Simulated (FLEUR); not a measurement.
## Collinear magnetic orders of DyZn with FLEUR

Wanted: the moments of DyZn and the energy of each order that was tried.

Calculated with FLEUR MaX-R8.1; LDA (VWN) with U = 5.5 eV, J = 0.7 eV on Dy f; all-electron FLAPW, Dirac cores, scalar-relativistic bands.

Report form: the programs' logs are mostly left out.

**1. Set-up**

The structure is cubic, space group Pm-3m (No. 221). The conventional cell has a = 3.545 Å, b = 3.545 Å, c = 3.545 Å, α = 90.00°, β = 90.00°, γ = 90.00°. Nearest to Dy lie 8 Zn at 3.07 Å. Nearest to Zn lie 8 Dy at 3.07 Å. Farther neighbours are not listed.

The cell comes from a database of computed structures and need not be the stable phase.

**2. Order 1, typed as ferro +**

The parallel start is the test of whether parallel moments hold. A Hubbard U acts on the open shell, since semilocal functionals spread its electrons too much.

The file n_mmp_mat seeds the f occupations with whole cubic orbitals by Hund's first rule, so that the U acts from the first pass. inpgen writes inp.xml from crystal.txt; cutoffs, mixing, functional, smearing and local orbitals are then set in the file. The k list default-1 (kpts.xml, not shown) is a Γ-centred 6×6×6 mesh; where the ranks do not divide the number of points, some are split in two of half the weight.

Input file inp.xml:

```
<?xml version="1.0" encoding="UTF-8" standalone="no"?>
<fleurInput fleurInputVersion="0.39">
   <comment>
      DyZn
   </comment>
   <calculationSetup>
      <cutoffs Kmax="3.6" Gmax="10.8" GmaxXC="10.8" numbands="0"/>
      <scfLoop itmax="130" minDistance="0.0001" maxIterBroyd="15" imix="Anderson" alpha="0.05" precondParam="0.0" spinf="2.0" sdNocoIR="T"/>
      <coreElectrons ctail="T" frcor="F" kcrel="0" coretail_lmax="0"/>
      <xcFunctional name="vwn" relativisticCorrections="F"/>
      <magnetism jspins="2"/>
      <soc l_soc="F" theta="0.0" phi="0.0" spav="F"/>
      <expertModes spex="0" secvar="F"/>
      <geometryOptimization l_f="F" forcealpha="1.0" forcemix="BFGS" epsdisp="0.00001" epsforce="0.00001"/>
      <ldaU l_linMix="F" mixParam="0.05" spinf="1.0"/>
   </calculationSetup>
   <cell>
      <bzIntegration valenceElectrons="32.0" mode="hist" fermiSmearingEnergy="0.00183747">
         <kPointListSelection listName="default-1"/>
         <xi:include xmlns:xi="http://www.w3.org/2001/XInclude" href="kpts.xml"> </xi:include>
      </bzIntegration>
      <xi:include xmlns:xi="http://www.w3.org/2001/XInclude" href="sym.xml"> </xi:include>
      <bulkLattice scale="1.0">
         <bravaisMatrix>
            <row-1>    6.6990915083103770     0.0000000000000000     0.0000000000000000</row-1>
            <row-2>    0.0000000000000000     6.6990915083103770     0.0000000000000000</row-2>
            <row-3>    0.0000000000000000     0.0000000000000000     6.6990915083103770</row-3>
         </bravaisMatrix>
      </bulkLattice>
   </cell>
   <atomSpecies>
      <species name="Dysprosium5.000" element="Dy" atomicNumber="66">
         <mtSphere radius="2.8" gridPoints="925" logIncrement="0.014"/>
         <atomicCutoffs lmax="10" lnonsphr="8"/>
         <electronConfig flipSpins="F">
            <coreConfig>(1s1/2) (2s1/2) (2p1/2) (2p3/2) (3s1/2) (3p1/2) (3p3/2) (4s1/2) (3d3/2) (3d5/2) (4p1/2) (4p3/2) (4d3/2) (4d5/2)</coreConfig>
            <valenceConfig>(5s1/2) (5p1/2) (5p3/2) (6s1/2) (4f5/2) (4f7/2)</valenceConfig>
            <stateOccupation state="(4f5/2)" spinUp="3.0" spinDown="1.2857142857143"/>
            <stateOccupation state="(4f7/2)" spinUp="4.0" spinDown="1.7142857142857"/>
         </electronConfig>
         <energyParameters s="6" p="6" d="5" f="4"/>
         <ldaU l="3" U="5.5" J="0.7" l_amf="F"/>
         <lo type="SCLO" l="0" n="5" eDeriv="0"/>
         <lo type="SCLO" l="1" n="5" eDeriv="0"/>
      </species>
      <species name="Zinc (Zn)" element="Zn" atomicNumber="30">
         <mtSphere radius="2.8" gridPoints="925" logIncrement="0.014"/>
         <atomicCutoffs lmax="10" lnonsphr="8"/>
         <electronConfig flipSpins="F">
            <coreConfig>(1s1/2) (2s1/2) (2p1/2) (2p3/2) (3s1/2) (3p1/2) (3p3/2)</coreConfig>
            <valenceConfig>(4s1/2) (3d3/2) (3d5/2)</valenceConfig>
         </electronConfig>
         <energyParameters s="4" p="4" d="3" f="4"/>
      </species>
   </atomSpecies>
   <atomGroups>
      <atomGroup species="Dysprosium5.000">
         <relPos label="                   1">.0000000000 .0000000000 .0000000000</relPos>
         <force calculate="T" relaxXYZ="TTT"/>
      </atomGroup>
      <atomGroup species="Zinc (Zn)">
         <relPos label="                   2">1.000/2.000 1.000/2.000 1.000/2.000</relPos>
         <force calculate="T" relaxXYZ="TTT"/>
      </atomGroup>
   </atomGroups>
   <output dos="F" band="F" slice="F">
      <bandDOS minEnergy="-.5*Htr" maxEnergy="0.5*Htr" sigma="0.015" storeEVData="T"/>
      <plotting iplot="0" polar="F">
         <plot TwoD="T" vec1="  1.0  0.0  0.0" vec2="  0.0  1.0  0.0" vec3="  0.0  0.0  1.0" zero="  0.0  0.0  0.0" file="plot"/>
      </plotting>
      <moessbauerParams electricFieldGradient="F" isomerShift="F" coreHyperfine="F" valenceHyperfine="F"/>
   </output>
</fleurInput>
```

Input file crystal.txt:

```
DyZn
&input film=F cartesian=F /
3.54500656000  0.00000000000  0.00000000000
0.00000000000  3.54500656000  0.00000000000
0.00000000000  0.00000000000  3.54500656000
1.8897261246
1.0 1.0 1.0

2
66 0.00000000000  0.00000000000  0.00000000000 : 5.000
30 0.50000000000  0.50000000000  0.50000000000

&kpt div1=6 div2=6 div3=6 gamma=T /
```

The run is started by

```sh
$ OMP_NUM_THREADS=1 inpgen -f crystal.txt > inpgen.log  # inp.xml is then edited as shown
$ OMP_NUM_THREADS=1 mpirun -n 4 fleur_MPI > fleur.log
```

It took 11 s on 4 MPI ranks of Intel Xeon Platinum 8488C (Sapphire Rapids), shared host; peak memory 0.24 GiB; 42 s of CPU time.

Read from the output:

* free energy: -379705.2562 eV
* program's band gap on this mesh (in a metal only a level spacing): 0.001480 eV
* magnetization: 5.057 μB
* final state: ferromagnetic
* largest moment: 4.907 μB

After 25 cycles the largest moment stands at 4.91 μB.

**3. Run 2 (antiferro q=(1/2,1/2,1/2) +-)**

An opposed order shows whether neighbours prefer unlike signs.

This order needs a doubled cell of 4 atoms. The mesh is halved along the doubled vector, so that both cells sample the same points. The k list default-1 (kpts.xml, not shown) is a Γ-centred 3×6×6 mesh.

inp.xml, as its differences from that of step 2:

```diff
@@ -17,3 +17,3 @@
    <cell>
-      <bzIntegration valenceElectrons="32.0" mode="hist" fermiSmearingEnergy="0.00183747">
+      <bzIntegration valenceElectrons="64.0" mode="hist" fermiSmearingEnergy="0.00183747">
          <kPointListSelection listName="default-1"/>
@@ -24,5 +24,5 @@
          <bravaisMatrix>
-            <row-1>    6.6990915083103770     0.0000000000000000     0.0000000000000000</row-1>
-            <row-2>    0.0000000000000000     6.6990915083103770     0.0000000000000000</row-2>
-            <row-3>    0.0000000000000000     0.0000000000000000     6.6990915083103770</row-3>
+            <row-1>   13.3981830166207541     0.0000000000000000     0.0000000000000000</row-1>
+            <row-2>    6.6990915083103770     6.6990915083103770     0.0000000000000000</row-2>
+            <row-3>    6.6990915083103770     0.0000000000000000     6.6990915083103770</row-3>
          </bravaisMatrix>
@@ -39,2 +39,16 @@
             <stateOccupation state="(4f7/2)" spinUp="4.0" spinDown="1.7142857142857"/>
+         </electronConfig>
+         <energyParameters s="6" p="6" d="5" f="4"/>
+         <ldaU l="3" U="5.5" J="0.7" l_amf="F"/>
+         <lo type="SCLO" l="0" n="5" eDeriv="0"/>
+         <lo type="SCLO" l="1" n="5" eDeriv="0"/>
+      </species>
+      <species name="Dysprosium-5.000" element="Dy" atomicNumber="66">
+         <mtSphere radius="2.8" gridPoints="925" logIncrement="0.014"/>
+         <atomicCutoffs lmax="10" lnonsphr="8"/>
+         <electronConfig flipSpins="F">
+            <coreConfig>(1s1/2) (2s1/2) (2p1/2) (2p3/2) (3s1/2) (3p1/2) (3p3/2) (4s1/2) (3d3/2) (3d5/2) (4p1/2) (4p3/2) (4d3/2) (4d5/2)</coreConfig>
+            <valenceConfig>(5s1/2) (5p1/2) (5p3/2) (6s1/2) (4f5/2) (4f7/2)</valenceConfig>
+            <stateOccupation state="(4f5/2)" spinUp="1.2857142857143" spinDown="3.0"/>
+            <stateOccupation state="(4f7/2)" spinUp="1.7142857142857" spinDown="4.0"/>
          </electronConfig>
@@ -60,4 +74,9 @@
       </atomGroup>
+      <atomGroup species="Dysprosium-5.000">
+         <relPos label="                   2">1.000/2.000 .0000000000 .0000000000</relPos>
+         <force calculate="T" relaxXYZ="TTT"/>
+      </atomGroup>
       <atomGroup species="Zinc (Zn)">
-         <relPos label="                   2">1.000/2.000 1.000/2.000 1.000/2.000</relPos>
+         <relPos label="                   3">-1.000/4.000 1.000/2.000 1.000/2.000</relPos>
+         <relPos label="                   4">1.000/4.000 1.000/2.000 1.000/2.000</relPos>
          <force calculate="T" relaxXYZ="TTT"/>
```

Input file crystal.txt:

```
DyZn
&input film=F cartesian=F /
7.09001312000  0.00000000000  0.00000000000
3.54500656000  3.54500656000  0.00000000000
3.54500656000  0.00000000000  3.54500656000
1.8897261246
1.0 1.0 1.0

4
66 0.00000000000  0.00000000000  0.00000000000 : 5.000
66 0.50000000000  0.00000000000  0.00000000000 : -5.000
30 0.75000000000  0.50000000000  0.50000000000
30 0.25000000000  0.50000000000  0.50000000000

&kpt div1=3 div2=6 div3=6 gamma=T /
```

The job ended after 61 s (4 MPI ranks; peak memory 0.35 GiB).

Spin moment in the muffin-tin sphere by atom:

```csv
atom,spin moment in the muffin-tin sphere (μB)
Dy1,4.47
Dy2,-4.47
Zn3,0.00
Zn4,0.00
```

Numbers from this step:

* free energy: -759411.7342 eV
* program's band gap on this mesh (in a metal only a level spacing): 0.07404 eV
* magnetization: 0 μB
* final state: antiferromagnetic

It lies 611 meV a seeded atom under the first start (under a U so large a difference can come mostly from another filling of the orbitals), and its largest moment is 4.47 μB against 4.91 μB.

**4. Run 3 (antiferro q=(0,1/2,1/2) +-)**

Reversing part of the moments tests the sign of the couplings between them.

The cell is doubled to 4 atoms to hold this order. The mesh is halved along the doubled vector, so that both cells sample the same points. The k list default-1 (kpts.xml, not shown) is a Γ-centred 6×3×6 mesh.

inp.xml, as its differences from that of step 3:

```diff
@@ -24,5 +24,5 @@
          <bravaisMatrix>
-            <row-1>   13.3981830166207541     0.0000000000000000     0.0000000000000000</row-1>
-            <row-2>    6.6990915083103770     6.6990915083103770     0.0000000000000000</row-2>
-            <row-3>    6.6990915083103770     0.0000000000000000     6.6990915083103770</row-3>
+            <row-1>    6.6990915083103770     0.0000000000000000     0.0000000000000000</row-1>
+            <row-2>    0.0000000000000000    13.3981830166207541     0.0000000000000000</row-2>
+            <row-3>    0.0000000000000000     6.6990915083103770     6.6990915083103770</row-3>
          </bravaisMatrix>
@@ -75,3 +75,3 @@
       <atomGroup species="Dysprosium-5.000">
-         <relPos label="                   2">1.000/2.000 .0000000000 .0000000000</relPos>
+         <relPos label="                   2">.0000000000 1.000/2.000 .0000000000</relPos>
          <force calculate="T" relaxXYZ="TTT"/>
@@ -79,4 +79,4 @@
       <atomGroup species="Zinc (Zn)">
-         <relPos label="                   3">-1.000/4.000 1.000/2.000 1.000/2.000</relPos>
-         <relPos label="                   4">1.000/4.000 1.000/2.000 1.000/2.000</relPos>
+         <relPos label="                   3">1.000/2.000 .0000000000 1.000/2.000</relPos>
+         <relPos label="                   4">1.000/2.000 1.000/2.000 1.000/2.000</relPos>
          <force calculate="T" relaxXYZ="TTT"/>
```

Input file crystal.txt:

```
DyZn
&input film=F cartesian=F /
3.54500656000  0.00000000000  0.00000000000
0.00000000000  7.09001312000  0.00000000000
0.00000000000  3.54500656000  3.54500656000
1.8897261246
1.0 1.0 1.0

4
66 0.00000000000  0.00000000000  0.00000000000 : 5.000
66 0.00000000000  0.50000000000  0.00000000000 : -5.000
30 0.50000000000  0.00000000000  0.50000000000
30 0.50000000000  0.50000000000  0.50000000000

&kpt div1=6 div2=3 div3=6 gamma=T /
```

Elapsed: 3.1 min, on 4 MPI ranks; peak memory 0.42 GiB.

Spin moment in the muffin-tin sphere by atom:

| atom | spin moment in the muffin-tin sphere (μB) |
| --- | --- |
| Dy1 | 4.66 |
| Dy2 | -4.66 |
| Zn3 | 0.00 |
| Zn4 | 0.00 |

This step gave:

| Quantity | Value |
| --- | --- |
| free energy | -759412.8564 eV |
| program's band gap on this mesh (in a metal only a level spacing) | 2.52e-4 eV |
| magnetization | 0 μB |
| final state | antiferromagnetic |

It lies 1172 meV a seeded atom under the first start (under a U so large a difference can come mostly from another filling of the orbitals), and its largest moment is 4.66 μB against 4.91 μB.

**5. Energies of the orders**

Free energies are divided by the number of seeded atoms, so that cells of unlike size compare. Wavevectors q in the names are fractions of the primitive cell's reciprocal vectors.

Orders:

| start | final state | typed order kept | energy over the lowest (meV a seeded atom) | largest sphere moment (μB) | net moment (μB a primitive cell) | mesh matched | CPU time (s) |
| --- | --- | --- | --- | --- | --- | --- | --- |
| ferro + | ferromagnetic | yes | 1172 | 4.907 | 5.057 | yes | 41.91 |
| antiferro q=(1/2,1/2,1/2) +- | antiferromagnetic | yes | 561.1 | 4.47 | 0 | yes | 244.5 |
| antiferro q=(0,1/2,1/2) +- | antiferromagnetic | yes | 0 | 4.657 | 0 | yes | 739.8 |

Eigenvalues of the occupation matrices of the first corrected atom:

```csv
start,majority spin,minority spin
ferro +,1.00 1.00 1.00 1.00 1.00 1.00 0.99,0.98 0.42 0.42 0.42 0.00 0.00 0.00
"antiferro q=(1/2,1/2,1/2) +-",0.99 0.99 0.99 0.99 0.99 0.99 0.99,0.95 0.79 0.79 0.00 0.00 0.00 0.00
"antiferro q=(0,1/2,1/2) +-",1.00 1.00 0.99 0.99 0.99 0.99 0.99,0.99 0.98 0.43 0.00 0.00 0.00 0.00
```

**6. What came out**

```
moments, largest by run : 4.91, 4.47, 4.66 μB
spread of the energies  : 1172 meV a seeded atom
```

In words: No order can be named lowest. Under a U these runs seem to end in unlike orbital states: the occupations of the corrected shell differ between them, or their energies lie too far apart for exchange. The differences are then no exchange energies. Open f shells have many stationary orbital fillings, so the state need not be the lowest, and spin-only moments miss the orbital part.

[Logs and program files are shortened in this print: banners, set-up blocks, solver, clock and traceback lines can be left out without a mark of their own.]

[Logs are printed without paths, hosts, clocks, repeated set-up lines and the standing remarks that a program may print on its own settings, such as how far it seeks lower states.]

[Hosts, paths, dates, database ids (printed as entryN), source tags and the programs' standing remarks are cut or masked in the printed files.]

[Where a cell is said to come from a database of computed structures, the database is the Materials Project.]
